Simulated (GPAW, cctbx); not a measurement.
# What do these deviations say about the bonding?

BaTi2Ga2, I4/mmm (no. 139), a = 4.8376 Å, b = 4.8376 Å, c = 10.8205 Å, α = 90.00°, β = 90.00°, γ = 90.00°.

```csv
atom,mult.,x,y,z
Ba1,2,0,0,0
Ga1,4,1/2,0,1/4
Ti1,4,1/2,1/2,0.1602
```

The start was made by putting kin elements into a known structure type; the compound need not exist, or be stable, in this form.

Absolute values of the static structure factors of the conventional cell from DFT (PBE, GPAW) against free spherical atoms, in electrons:

```csv
hkl,d (Å),free atoms,crystal
002,5.410,46.24,46.93
101,4.416,60.09,60.09
110,3.421,59.46,59.39
103,2.892,159.59,159.46
112,2.891,167.52,167.68
004,2.705,151.32,151.71
200,2.419,250.11,249.58
202,2.208,35.95,35.19
114,2.122,47.57,47.16
211,2.122,52.76,52.73
```

**Question.** Which way does charge move, and which reflections show it best?

Project each element's phase sum on the total phase. |F| rises if density moves to atoms that scatter in phase and falls if it moves to atoms that scatter against it; the rule is for low angles, since changes of shape take over beyond. Where all elements are in phase the terms compete, and the compactness of the donor's and the acceptor's density matters too.

| hkl | Ba in phase | Ga in phase | Ti in phase | change (e) | (%) |
| --- | --- | --- | --- | --- | --- |
| 002 | -2.0 | +4.0 | +1.7 | +0.69 | +1.5 |
| 101 | +2.0 | 0.0 | -2.1 | 0.00 | 0.0 |
| 110 | +2.0 | -4.0 | +4.0 | -0.07 | -0.1 |
| 103 | +2.0 | 0.0 | +4.0 | -0.14 | -0.1 |
| 112 | +2.0 | +4.0 | -1.7 | +0.17 | +0.1 |
| 004 | +2.0 | +4.0 | -2.5 | +0.39 | +0.3 |
| 200 | +2.0 | +4.0 | +4.0 | -0.53 | -0.2 |
| 202 | -2.0 | +4.0 | +1.7 | -0.76 | -2.1 |

Low-angle reflections that set elements apart and change by more than 0.05 e: 002, 110, 103, 112, 004 and 202 (101 hardly moves and tells little). The signs fit a gain of density on Ga and a loss on Ba and Ti, apart from 202. The best witness is 002, +1.5 %, where Ga enters with +4.0. The real-space density agrees: Voronoi charges Ba +0.16, Ga -0.15, Ti +0.07 e. The shortest bond, Ga–Ti, has Δρ = +0.04 e/Å³ at its midpoint.

[Outputs are excerpts: Python notices, other lines and further rows are left out; steps that failed or that the build refused (PBEsol, TPSS) are not shown.]

[Logs are printed without paths, hosts, clocks, repeated set-up lines and the standing remarks that a program may print on its own settings, such as how far it seeks lower states.]
